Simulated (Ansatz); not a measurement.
# Direct or indirect: AlN (F-43m)

```
Al N
1.0
     0.00000    2.18399    2.18399
     2.18399    0.00000    2.18399
     2.18399    2.18399    0.00000
Al N
1 1
Direct
  0.00000 0.00000 0.00000
  0.25000 0.25000 0.25000
```

Method: Ansatz, PBE, independent particles, without spin-orbit coupling, line width 0.1 eV (Gaussian). The band structure gives a fundamental gap of 3.33 eV. The spectrum of vertical transitions near the edge:

```csv
E (eV),"Im ε, E ∥ xyz"
2.88,0.00
3.00,0.00
3.12,0.00
3.24,0.00
3.36,0.00
3.48,0.00
3.60,0.00
3.72,0.00
3.84,0.00
3.96,0.00
4.08,0.01
4.20,0.15
4.32,0.39
4.44,0.55
4.56,0.65
4.68,0.75
4.80,0.83
4.92,0.90
5.04,1.09
5.16,1.66
5.28,2.25
5.40,2.66
```

Problem. Is the gap direct or indirect, and about where do vertical transitions set in?

Solution. Indirect, by the band path, whose least direct gap is 4.19 eV. The curves fit this: they stay near zero above 3.33 eV and rise only from about 4.2 eV, though a forbidden direct transition would look alike. Lines are broadened by 0.1 eV, which spreads the edge, and phonons, which would give weak absorption from the fundamental gap up, are left out.

[Logs are printed without paths, hosts, clocks, repeated set-up lines and the standing remarks that a program may print on its own settings, such as how far it seeks lower states.]
